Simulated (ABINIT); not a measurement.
Computed results, one entry a study.

**Be3N2 (P6_3/mmc): G0W0 with ABINIT, start to end**

Symmetry: P6_3/mmc, No. 194, hexagonal system. Conventional cell: a = 2.842 Å, b = 2.842 Å, c = 9.747 Å, α = 90.00°, β = 90.00°, γ = 120.00°. Be has 4 N at 1.67 to 1.81 Å nearest. Be has 3 N at 1.64 Å nearest. Nearest to N lie 6 Be at 1.81 Å. N has 5 Be at 1.64 to 1.67 Å nearest. Farther neighbours, and contacts between anions beyond the nearest, are not listed.

```yaml
method: RPA screening on LDA, plane waves, norm-conserving pseudopotentials (and 2 further levels or steps)
program: ABINIT 10.8.3
settings: cutoff 38 Ha, PseudoDojo scalar-relativistic 0.4.1 standard, norm-conserving, potential set dojo-sr-lda-0.4.1-standard, ngkpt (3, 3, 1), nband 167, ecuteps 4.8 Ha, inclvkb 2, shiftk (0, 0, 0), symchi 1, awtr 1, frequency ppm, 3×3×1 k-mesh
cost: 5 runs, 1.7 min in all on 8 MPI ranks of Arm Neoverse V2, shared host
notes: The program’s warnings: nproc spkpt=  >= nkpt= * nsppol=. The cell and positions are those that the Materials Project relaxed with its own functionals (PBE, PBE+U or r2SCAN), kept fixed. Local fields lower the RPA ε∞ on this mesh from 5.49 to 5.07; a Γ-centred mesh this coarse tends to raise both, most where the direct gap is narrow, while a short band sum lowers them. The 3×3×1 mesh is coarse for this cell, which bears on the long-range parts of exchange and screening.
lda_gap: 3.29 eV, indirect
g0w0_gap_on_the_mesh: 6.25 eV
g0w0_gap_over_the_zone_rigid_shift: 4.93 eV
gw_settings: 3×3×1 mesh, 167 bands, screening to 130.6 eV, Godby-Needs plasmon pole
known_limits: short of the basis limit; coarse k mesh
```

G0W0 moves the gap on the mesh from 4.61 eV to 6.25 eV (+1.64 eV), with Z of 0.81 and 0.84 at the edges. The mesh misses the band edges by 1.32 eV in all; a rigid shift gives 4.93 eV for the zone.

[Long decimals in the printed logs are rounded to 6 places.]

[Logs are printed without paths, hosts, clocks, repeated set-up lines and the standing remarks that a program may print on its own settings, such as how far it seeks lower states.]

[Paths, hosts, dates, memory and timing lines, banners, echoed tables and standing remarks are left out of the program output; an Ansatz launch command may be rebuilt from the run's recorded settings. Measured values are a selection of at most five: reports struck by readers or far from the other reports are left out. None is set beside runs whose start may be inverted or whose files or cutoffs have a known fault.]

[Runs of the session that timed out or met a known fault of the program may be left out.]

[Hosts, paths, dates, database ids (printed as entryN), source tags and the programs' standing remarks are cut or masked in the printed files.]

[G0W0 gaps are taken among the corrected bands and points alone; a level outside them can change the order at an edge.]

[Where Ansatz stands beside ABINIT at settings called matched, ABINIT's density can come from a denser mesh and the files from another edition; pairs whose starting gaps differed by over 0.03 eV were left out, so agreement reads better than it is.]
